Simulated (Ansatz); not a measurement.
# Dielectric response of GaN (110) films, part 4 of 5

How well do thin zincblende GaN (110) films screen a perpendicular field?

Ansatz 0.2.0; plane-wave DFT, PBE, Ansatz PAW (the session's first sound run).

So far. Step 14 (Response with the atoms held, 16 atoms, units 8): The induced dipole is that of a conductor 11.60 Å thick. Step 15 (Relaxation, 24 atoms, units 12): The gap is 1.50 eV, with the valence edge 5.77 eV and the conduction edge 4.26 eV under the upper vacuum level.

## Step 16: The series together

Times are for 8 threads of Arm Neoverse N1, shared host. The runs compared:

| no. | units | gap by band count (eV) | ionisation energy, upper face (eV) | electron affinity, upper face (eV) | time | memory (GiB) |
| --- | --- | --- | --- | --- | --- | --- |
| 1 | 5 | 1.499 | 5.780 | 4.281 | 51 s | 1.2 |
| 2 | 8 | 1.536 | 5.800 | 4.265 | 1.8 min | 1.9 |
| 3 | 12 | 1.503 | 5.766 | 4.264 | 4.7 min | 3.1 |

The valence density, planar mean (5) oscillates, so the rows of the table below give means over windows of 1.56 Å about each position, cut where the curve ends. Its maxima inside the range that stand out by 2 % of the span (Å: e/Å³): 9.1: 1.50, 10.6: 1.58, 12.2: 1.59, 13.8: 1.58, 15.3: 1.50. Its minima: 9.7: 0.370, 11.4: 0.292, 13.0: 0.292, 14.6: 0.370.

The runs together. Valence density, planar mean against z; means over each step:

| z (Å) | 5 (e/Å³) | 8 (e/Å³) | 12 (e/Å³) |
| --- | --- | --- | --- |
| 5.46 | 9.0e-5 | 1.0e-4 | 1.2e-4 |
| 7.02 | 0.00922 | 0.0105 | 0.0125 |
| 8.58 | 0.631 | 0.651 | 0.678 |
| 10.14 | 0.855 | 0.845 | 0.834 |
| 11.70 | 0.763 | 0.760 | 0.769 |
| 13.26 | 0.748 | 0.778 | 0.778 |
| 14.82 | 0.851 | 0.768 | 0.768 |
| 16.38 | 0.169 | 0.775 | 0.765 |
| 17.94 | 0.00151 | 0.716 | 0.757 |
| 19.50 | 1.6e-5 | 0.891 | 0.757 |
| 21.06 | 0 | 0.246 | 0.745 |
| 22.62 | 0 | 0.00228 | 0.761 |
| 24.18 | 0 | 4.1e-5 | 0.760 |

## Step 17: Single point on the relaxed film, 24 atoms, units 12

The next thickness, treated alike, so that differences show the interior and the faces cancel.

input.yaml

```yaml
crystal:
  lattice:
    - [3.18198052, 0.0, 0.0]
    - [0.0, 4.5, 0.0]
    - [0.0, 0.0, 35.5008928344]
  atoms:
    - { symbol: Ga, position: [0.5, 0.5434164325, 0.2549931075] }
    - { symbol: "N", position: [0.0, 0.7486070073, 0.248063665] }
    - { symbol: Ga, position: [0.0, -0.0035860198, 0.2935491951] }
    - { symbol: "N", position: [0.5, 0.2444983082, 0.2946563688] }
    - { symbol: Ga, position: [0.5, 0.4955385109, 0.3408903543] }
    - { symbol: "N", position: [0.0, 0.7481949798, 0.3403425236] }
    - { symbol: Ga, position: [0.0, -0.0061621254, 0.3859339809] }
    - { symbol: "N", position: [0.5, 0.2465518559, 0.3861273571] }
    - { symbol: Ga, position: [0.5, 0.4945895075, 0.431689589] }
    - { symbol: "N", position: [0.0, 0.7469925843, 0.4316426869] }
    - { symbol: Ga, position: [0.0, -0.0055494658, 0.4772001126] }
    - { symbol: "N", position: [0.5, 0.2469084257, 0.4772223151] }
    - { symbol: Ga, position: [0.5, 0.4944505342, 0.5227998874] }
    - { symbol: "N", position: [0.0, 0.7469084258, 0.5227776849] }
    - { symbol: Ga, position: [0.0, -0.0054104924, 0.568310411] }
    - { symbol: "N", position: [0.5, 0.2469925843, 0.5683573131] }
    - { symbol: Ga, position: [0.5, 0.4938378746, 0.6140660191] }
    - { symbol: "N", position: [0.0, 0.7465518559, 0.6138726429] }
    - { symbol: Ga, position: [0.0, -0.0044614893, 0.6591096457] }
    - { symbol: "N", position: [0.5, 0.2481949795, 0.6596574764] }
    - { symbol: Ga, position: [0.5, 0.4964139798, 0.7064508049] }
    - { symbol: "N", position: [0.0, 0.7444983079, 0.7053436312] }
    - { symbol: Ga, position: [0.0, 0.0434164318, 0.7450068925] }
    - { symbol: "N", position: [0.5, 0.2486070069, 0.751936335] }
kpoints:
  mp_grid: { grid: [8, 6, 1] }
hamiltonian:
  xc: pbe
scf:
  occupations: { method: fixed }
  convergence: { dr2_threshold: 1.0e-09 }
efield:
  axis: 3
  dipole_correction: true
  ramp_position: 0.97
  ramp_width: 0.06
output:
  eigenvalues: true
  dos: { projected: true, e_range: [-7, 7] }
  write_potential: true
  write_density: true
  volumetric_format: npy
checkpoint:
  write: end12.run
  compress: false
  write_wavefunctions: false
```

Command:

```bash
> ansatz run input.yaml --threads 8 --pin off --max-ram 12288MiB --backend cpu --events-out ev --progress --plain --runs-dir out
```

Numbers of over 12 decimals in the logs are rounded to 6 here.

The program printed:

```text
[...]
Crystal: 24 atoms, lattice volume = 508.334 Å³
Basis set: ecut = 420 eV, 9939 PW (Γ)
Bands: 132, of which v1, the nominal top of the filled ones, is band 108 counted from 1 (107 counted from 0)
Symmetry: 2 space group operations
k-points: 20 of 48 (time reversal used)
[...]
k-point 0: bands = [... 104 lower, 2.4713, 2.5151, 2.5699, 2.6101, 4.1128, 4.5007, 5.2752, 5.9282, ... 20 higher]
  k-point 1: bands = [... 104 lower, 2.2861, 2.3091, 2.5010, 2.5210, 4.8866, 4.9962, 5.5291, 6.0705, ... 20 higher]
  k-point 2: bands = [... 104 lower, 1.8276, 1.8403, 2.4021, 2.4034, 5.7695, 5.7733, 6.3968, 6.5848, ... 20 higher]
  k-point 19: bands = [... 104 lower, 1.4991, 1.4991, 2.2987, 2.2987, 5.8429, 5.8429, 7.3080, 7.3080, ... 20 higher]
[key lines of the parts left out:]
SCF converged after 10 iterations
Free energy (F): -50011.698828 eV
Fermi energy:    2.610101 eV
Dipole field:    D = -0.000001 V/Å  (p = -0.000004 e·Å, saw-weighted, corrected)
Work function:   Φ+ = 5.7663 eV   Φ− = 5.7663 eV
```

The job ended after 67 s (8 threads of Arm Neoverse N1, shared host; peak memory 3.3 GiB).

Running mean over 1.591 Å of the planar mean; the ramp of the sawtooth is left out. Table of electron's electrostatic potential energy less the highest filled level by z:

| z (Å) | electron's electrostatic potential energy less the highest filled level (eV) |
| --- | --- |
| 4 | 5.77 |
| 5 | 5.77 |
| 6 | 5.75 |
| 7 | 5.53 |
| 8 | 1.79 |
| 9 | -3.93 |
| 10 | -5.11 |
| 11 | -4.23 |
| 12 | -4.31 |
| 13 | -4.37 |
| 14 | -4.39 |
| 15 | -4.38 |
| 16 | -4.34 |
| 17 | -4.43 |
| 18 | -4.35 |
| 19 | -4.38 |
| 20 | -4.41 |
| 21 | -4.31 |
| 22 | -4.45 |
| 23 | -4.38 |
| 24 | -4.12 |
| 25 | -4.77 |
| 26 | -4.85 |
| 27 | -1.70 |
| 28 | 4.67 |
| 29 | 5.71 |
| 30 | 5.76 |
| 31 | 5.77 |
| 32 | 5.77 |

The gap is 1.50 eV, with the valence edge 5.77 eV and the conduction edge 4.26 eV under the upper vacuum level.

## Step 18: Single point, 24 atoms, units 12, field 0.05 V/Å

input.yaml, as its differences from that of step 17:

```diff
@@ -36,3 +36,3 @@
   occupations: { method: fixed }
-  convergence: { dr2_threshold: 1.0e-09 }
+  convergence: { dr2_threshold: 1.0e-10 }
 efield:
@@ -42,5 +42,4 @@
   ramp_width: 0.06
+  amplitude: 0.05
 output:
-  eigenvalues: true
-  dos: { projected: true, e_range: [-7, 7] }
   write_potential: true
@@ -48,5 +47 @@
   volumetric_format: npy
-checkpoint:
-  write: end12.run
-  compress: false
-  write_wavefunctions: false
```

The program printed:

```text
[...]
Crystal: 24 atoms, lattice volume = 508.334 Å³
Basis set: ecut = 420 eV, 9939 PW (Γ)
Bands: 132, of which v1, the nominal top of the filled ones, is band 108 counted from 1 (107 counted from 0)
Symmetry: 2 space group operations
k-points: 20 of 48 (time reversal used)
[...]
k-point 0: bands = [... 104 lower, 2.4627, 2.5346, 2.5391, 2.6431, 4.1068, 4.5049, 5.2752, 5.9257, ... 20 higher]
  k-point 1: bands = [... 104 lower, 2.2739, 2.3377, 2.4605, 2.5631, 4.8621, 5.0184, 5.5290, 6.0691, ... 20 higher]
  k-point 2: bands = [... 104 lower, 1.8470, 1.8854, 2.3413, 2.4643, 5.6968, 5.8454, 6.3928, 6.5838, ... 20 higher]
  k-point 19: bands = [... 104 lower, 1.4827, 1.5246, 2.2346, 2.3629, 5.7736, 5.9119, 7.2982, 7.3153, ... 20 higher]
[key lines of the parts left out:]
SCF converged after 15 iterations
Free energy (F): -50011.700511 eV
Fermi energy:    2.643057 eV
Dipole field:    D = 0.023969 V/Å  (p = 0.067333 e·Å, saw-weighted, corrected)
```

Wall time 78 s (8 threads); peak memory 3.3 GiB.

The dipole is 0.0673 e·Å, and the gap on the mesh 1.464 eV.

## Step 19: Single point, 24 atoms, units 12, field -0.05 V/Å

input.yaml, as its differences from that of step 18:

```diff
@@ -42,3 +42,3 @@
   ramp_width: 0.06
-  amplitude: 0.05
+  amplitude: -0.05
 output:
```

The program printed:

```text
[...]
Crystal: 24 atoms, lattice volume = 508.334 Å³
Basis set: ecut = 420 eV, 9939 PW (Γ)
Bands: 132, of which v1, the nominal top of the filled ones, is band 108 counted from 1 (107 counted from 0)
Symmetry: 2 space group operations
k-points: 20 of 48 (time reversal used)
[...]
k-point 0: bands = [... 104 lower, 2.4627, 2.5346, 2.5391, 2.6431, 4.1068, 4.5049, 5.2752, 5.9257, ... 20 higher]
  k-point 1: bands = [... 104 lower, 2.2739, 2.3377, 2.4605, 2.5631, 4.8621, 5.0184, 5.5290, 6.0691, ... 20 higher]
  k-point 2: bands = [... 104 lower, 1.8470, 1.8854, 2.3413, 2.4643, 5.6968, 5.8454, 6.3928, 6.5838, ... 20 higher]
  k-point 19: bands = [... 104 lower, 1.4827, 1.5246, 2.2346, 2.3629, 5.7736, 5.9119, 7.2982, 7.3153, ... 20 higher]
[key lines of the parts left out:]
SCF converged after 15 iterations
Free energy (F): -50011.700511 eV
Fermi energy:    2.643057 eV
Dipole field:    D = -0.023969 V/Å  (p = -0.067333 e·Å, saw-weighted, corrected)
```

Wall time 78 s (8 threads); peak memory 3.3 GiB.

The dipole is -0.0673 e·Å, and the gap on the mesh 1.464 eV.

## Step 20: Response with the atoms held, 24 atoms, units 12

This step: plane-wave DFT, PBE, Ansatz PAW; response to a field along the normal, atoms held (Ansatz 0.2.0).

Local field over the applied field, running mean. From the potentials at -0.05 and 0.05 V/Å; running mean over 1.591 Å, taken twice. The local field over applied field by z:

| z (Å) | local field over applied field |
| --- | --- |
| 4 | 1.000 |
| 5 | 0.996 |
| 6 | 0.970 |
| 7 | 0.829 |
| 8 | 0.493 |
| 9 | 0.188 |
| 10 | 0.123 |
| 11 | 0.151 |
| 12 | 0.154 |
| 13 | 0.153 |
| 14 | 0.159 |
| 15 | 0.161 |
| 16 | 0.161 |
| 17 | 0.162 |
| 18 | 0.162 |
| 19 | 0.161 |
| 20 | 0.161 |
| 21 | 0.161 |
| 22 | 0.157 |
| 23 | 0.152 |
| 24 | 0.155 |
| 25 | 0.137 |
| 26 | 0.129 |
| 27 | 0.315 |
| 28 | 0.679 |
| 29 | 0.924 |
| 30 | 0.989 |
| 31 | 0.999 |

The induced dipole is that of a conductor 17.02 Å thick.

## Step 21: Relaxing in the field, 24 atoms, units 12, field 0.05 V/Å

This step: plane-wave DFT, PBE, Ansatz PAW (Ansatz 0.2.0).

The same pair of relaxations in the field for this thickness.

input.yaml, as its differences from that of step 19:

```diff
@@ -42,3 +42,6 @@
   ramp_width: 0.06
-  amplitude: -0.05
+  amplitude: 0.05
+relax:
+  f_tol: 0.0006
+  max_steps: 70
 output:
```

The program printed:

```text
[...]
Crystal: 24 atoms, lattice volume = 508.334 Å³
Basis set: ecut = 420 eV, 9939 PW (Γ), exchange–correlation on 48×64×480 points (8 copies of the dense FFT grid, shifted against one another)
Bands: 132, of which v1, the nominal top of the filled ones, is band 108 counted from 1 (107 counted from 0)
Symmetry: 2 space group operations
k-points: 20 of 48 (time reversal used)
[...]
- { symbol: Ga, position: [0.5, 0.493771, 0.614080] }
    - { symbol: N, position: [0.0, 0.746485, 0.613861] }
    - { symbol: Ga, position: [0.0, -0.00456326, 0.659130] }
    - { symbol: N, position: [0.5, 0.248087, 0.659639] }
    - { symbol: Ga, position: [0.5, 0.496301, 0.706460] }
    - { symbol: N, position: [0.0, 0.744402, 0.705338] }
    - { symbol: Ga, position: [0.0, 0.043266, 0.745042] }
    - { symbol: N, position: [0.5, 0.248453, 0.751902] }
[key lines of the parts left out:]
SCF converged after 6 iterations
Free energy (F): -50011.700640 eV
Fermi energy:    2.624769 eV
Dipole field:    D = 0.026077 V/Å  (p = 0.073256 e·Å, saw-weighted, corrected)
```

The job ended after 2.9 min (8 threads; peak memory 3 GiB).

No atom moved by 0.005 Å in the relaxation.

The relaxation took 4 steps and lowered the energy by 1.5e-4 eV; the largest force on the free atoms ends at 5.9e-4 eV/Å.

The dipole is 0.0733 e·Å, and the gap on the mesh 1.486 eV.

## Step 22: Relaxing in the field, 24 atoms, units 12, field -0.05 V/Å

The opposite sign, again from the field-free geometry; the difference of the two cancels what relaxes without a field.

input.yaml, as its differences from that of step 21:

```diff
@@ -42,3 +42,3 @@
   ramp_width: 0.06
-  amplitude: 0.05
+  amplitude: -0.05
 relax:
```

The program printed:

```text
[...]
Crystal: 24 atoms, lattice volume = 508.334 Å³
Basis set: ecut = 420 eV, 9939 PW (Γ), exchange–correlation on 48×64×480 points (8 copies of the dense FFT grid, shifted against one another)
Bands: 132, of which v1, the nominal top of the filled ones, is band 108 counted from 1 (107 counted from 0)
Symmetry: 2 space group operations
k-points: 20 of 48 (time reversal used)
[...]
- { symbol: Ga, position: [0.5, 0.493901, 0.614054] }
    - { symbol: N, position: [0.0, 0.746611, 0.613886] }
    - { symbol: Ga, position: [0.0, -0.0043603, 0.659090] }
    - { symbol: N, position: [0.5, 0.248292, 0.659679] }
    - { symbol: Ga, position: [0.5, 0.496528, 0.706444] }
    - { symbol: N, position: [0.0, 0.744598, 0.705351] }
    - { symbol: Ga, position: [0.0, 0.043571, 0.744974] }
    - { symbol: N, position: [0.5, 0.248767, 0.751972] }
[key lines of the parts left out:]
SCF converged after 6 iterations
Free energy (F): -50011.700640 eV
Fermi energy:    2.624769 eV
Dipole field:    D = -0.026077 V/Å  (p = -0.073256 e·Å, saw-weighted, corrected)
```

It took 2.9 min on 8 threads; peak memory 3 GiB; 23 min of CPU time.

No atom moved by 0.005 Å in the relaxation.

The relaxation took 4 steps and lowered the energy by 1.5e-4 eV; the largest force on the free atoms ends at 5.9e-4 eV/Å.

The dipole is -0.0733 e·Å, and the gap on the mesh 1.486 eV.

## Step 23: Response with the atoms relaxed, 24 atoms, units 12

This step: plane-wave DFT, PBE, Ansatz PAW; response to a field along the normal, atoms relaxed (Ansatz 0.2.0).

Numbers from this step:

```yaml
equivalent_conductor_thickness_p_eps_0ae: 18.52 Å
inner_field_over_outer_field: 0.09277
local_eps_in_the_middle: 10.78
```

Local field over the applied field, running mean. From the potentials at -0.05 and 0.05 V/Å; running mean over 1.591 Å, taken twice. The local field over applied field by z:

z (Å), local field over applied field and a bar from the least value:
```
        4      1.000 ##############################
        5      0.997 ##############################
        6      0.972 #############################
        7      0.807 ########################
        8      0.444 #############
        9      0.086 ###
       10      0.039 #
       11      0.128 ####
       12      0.083 ###
       13      0.078 ###
       14      0.099 ###
       15      0.090 ###
       16      0.083 ###
       17      0.091 ###
       18      0.094 ###
       19      0.088 ###
       20      0.086 ###
       21      0.099 ###
       22      0.091 ###
       23      0.066 ##
       24      0.101 ###
       25      0.081 ###
       26     -0.009 
       27      0.235 #######
       28      0.644 ###################
       29      0.925 ############################
       30      0.990 ##############################
       31      0.999 ##############################
```

The induced dipole is that of a conductor 18.52 Å thick.

## Step 24: Electronic ε from the series

This step: plane-wave DFT, PBE, Ansatz PAW; permittivity from the thickness series, atoms held (Ansatz 0.2.0).

Each added layer adds t(1 − 1/ε) to the dipole term, so the slope against thickness gives ε without a choice of where the film ends.

This step gave:

```
slope                : 0.8374
intercept of the fit : 2.040 Å
ε of the interior    : 6.149
```

Equivalent conductor thickness against distance between the outer atoms:

| distance between the outer atoms (Å) | equivalent conductor thickness (Å) |
| --- | --- |
| 6.57 | 7.54 |
| 11.42 | 11.6 |
| 17.89 | 17.0 |

By hand, from the thinnest and the thickest film: slope = (17.018 − 7.537) / (17.888 − 6.566) = 0.837, so ε = 1/(1 − 0.837) = 6.15.

## Step 25: Static ε from the series

This step: plane-wave DFT, PBE, Ansatz PAW; permittivity from the thickness series, atoms relaxed (Ansatz 0.2.0).

The same fit for the relaxed films. The nearer its slope lies to 1, the more ε hangs on small errors.

Numbers from this step:

```yaml
slope: 0.9076
intercept_of_the_fit: 2.280 Å
eps_of_the_interior: 10.82
```

Table of equivalent conductor thickness by distance between the outer atoms:

| distance between the outer atoms (Å) | equivalent conductor thickness (Å) |
| --- | --- |
| 6.57 | 8.24 |
| 17.89 | 18.5 |

By hand, from the thinnest and the thickest film: slope = (18.515 − 8.240) / (17.888 − 6.567) = 0.908, so ε = 1/(1 − 0.908) = 10.8. One nm of such a film has the capacitance of 3.9/10.8 = 0.36 nm of SiO₂ (its equivalent oxide thickness).

## Step 26: The bulk crystal

This step: plane-wave DFT, PBE, Ansatz PAW (Ansatz 0.2.0).

System of this step: zincblende GaN. It takes space group F-43m (No. 216, cubic). The conventional cell has a = 4.500 Å, b = 4.500 Å, c = 4.500 Å, α = 90.00°, β = 90.00°, γ = 90.00°. Ga has 4 N at 1.95 Å nearest. Nearest to N lie 4 Ga at 1.95 Å. Farther neighbours and most contacts between anions are not listed.

Band edges are better read in the bulk than in a thin slab, where confinement and surface states shift them. The bulk run gives them against its mean potential.

input.yaml

```yaml
crystal:
  lattice:
    - [0.0, 2.25, 2.25]
    - [2.25, 0.0, 2.25]
    - [2.25, 2.25, 0.0]
  atoms:
    - { symbol: Ga, position: [0.0, 0.0, 0.0] }
    - { symbol: "N", position: [0.25, 0.25, 0.25] }
kpoints:
  mp_grid: { grid: [12, 12, 12] }
  band_path: { path: [VBM, CBM], npoints: 1 }
hamiltonian:
  xc: pbe
scf:
  occupations: { method: fixed }
  convergence: { dr2_threshold: 1.0e-09 }
output:
  eigenvalues: true
checkpoint:
  write: bulk.run
  compress: false
  write_wavefunctions: false
```

The program printed:

```text
[...]
Crystal: 2 atoms, lattice volume = 22.781 Å³
Basis set: ecut = 420 eV, 459 PW (Γ)
Bands: 13, of which v1, the nominal top of the filled ones, is band 9 counted from 1 (8 counted from 0)
Symmetry: 24 space group operations
[...]
k-points: 72 of 1728 (time reversal used)
[...]
SCF iter   1: F=—  HF=-4167.894286 eV  |F-HF|=—  |Δ(HF+E_count)|=         —  Δρ=6.29e-4  dr2=2.95e-5  ethr=1.77e-3  ⟨swp⟩=4.2  Hψ=4286  notcnv=0  defer=108
[...]
SCF iter   7: F=-4167.894628 eV  HF=-4167.894628 eV  |F-HF|=2.87e-10  |Δ(HF+E_count)|=   2.43e-9  Δρ=1.59e-6  dr2=4.54e-10  ethr=5.56e-12  ⟨swp⟩=3.1  Hψ=3587  notcnv=0
SCF 1 converged in 7 iterations: F = -4167.894628 eV  dr2 = 4.54e-10
[...]
SCF converged after 7 iterations
Free energy (F): -4167.894628 eV
[...]
Internal energy: -4167.894628 eV  (E = F + TS)
E sigma→0 (E₀):  -4167.894628 eV
Fermi energy:    9.720800 eV
[...]
--- Band table (eV; the first three rows and the last of 72) ---
  k-point 0: bands = [... 5 lower, -3.4489, 9.7208, 9.7208, 9.7208, 11.4676, 20.0618, 20.0618, 20.0618]
  k-point 1: bands = [... 5 lower, -3.4499, 8.8927, 9.6459, 9.6459, 12.1281, 19.6959, 20.1800, 20.1800]
  k-point 2: bands = [... 5 lower, -3.4504, 7.4353, 9.4484, 9.4484, 13.0759, 19.0150, 20.4179, 20.4179]
  k-point 71: bands = [... 5 lower, -1.4702, 4.0094, 6.0091, 6.0619, 15.9505, 18.1528, 20.0224, 20.8505]
```

The job ended after 1.3 s (8 threads; peak memory 0.32 GiB).

This step gave:

* gap on the k-mesh: 1.747 eV
* gap along the path: 1.747 eV
* smallest direct gap along the path: 1.747 eV
* gap, the smaller of path and mesh: 1.747 eV

The gap is 1.75 eV.

## Step 27: Band edges against the vacuum, levels PBE

This step: plane-wave DFT, PBE, Ansatz PAW; band edges against the vacuum, bulk levels by PBE (Ansatz 0.2.0).

System of this step: GaN (110), 12 units. The cell holds 24 atoms: 12 Ga and 12 N. Its edges and angles: a = 3.182 Å, b = 4.500 Å, c = 35.501 Å, α = 90.0°, β = 90.0°, γ = 90.0°. It derives from GaN (zincblende GaN). Vacuum lies along c.

The averaged potential in the middle of the thickest slab ties the bulk's levels to the vacuum level.

align.yaml

```yaml
surface:
  bulk: { run: bulk.run }
  slab: { run: end12.run, axis: 3 }
  face: plus
  period: 1.59099
```

Command:

```bash
> ansatz align-bands align.yaml -- --threads 8 --pin off
```

The program printed:

```text
plus face
ionisation energy 5.725 eV
electron affinity 3.978 eV
  bulk: levels by pbe on the potential of pbe; from 16.95 to 18.55 Å its average varies by 0.1030 eV and climbs by +0.0000; the bulk's density to 1.70 % (its layers are strained against the bulk's: take a thicker slab or side, or run the bulk at their strain)
  vacuum: slopes by 0.0000 eV/Å; line-up 10.1437 eV
  the slab's own level stands -0.042 eV from the bulk's
  of the slab's run: its band edges are its mesh's, and a band can turn off it. A run with kpoints.band_path: { path: [VBM, CBM], npoints: 1 } finds the zone's; the potential's macroscopic average varies by 0.1030 eV from 16.955 to 18.546 Å, more than 0.03 eV: the crystal is too thin there to have an interior, or the window reaches out of it, or the period is not the layers'
```

The job ended after 0.12 s (8 threads).

Numbers from this step:

```
ionisation energy : 5.725 eV
electron affinity : 3.978 eV
slab level shift  : -0.04153 eV
```

Check by hand: ionisation energy less affinity, 5.72 − (3.98) = 1.75 eV, is the bulk gap at this level.

The program warns that the averaged potential varies by 0.10 eV in the slab's middle, which these edges carry as an error.

(Part 4 of 5 ends here.)

[Logs are printed without paths, hosts, clocks, repeated set-up lines and the standing remarks that a program may print on its own settings, such as how far it seeks lower states.]

[Hosts, paths, dates, database ids (printed as entryN), source tags and the programs' standing remarks are cut or masked in the printed files.]

[Maps of the electrostatic potential energy from Ansatz leave out the sawtooth potential of an applied field or a dipole correction, so their vacuum need not be flat; planar profiles and work functions include it.]
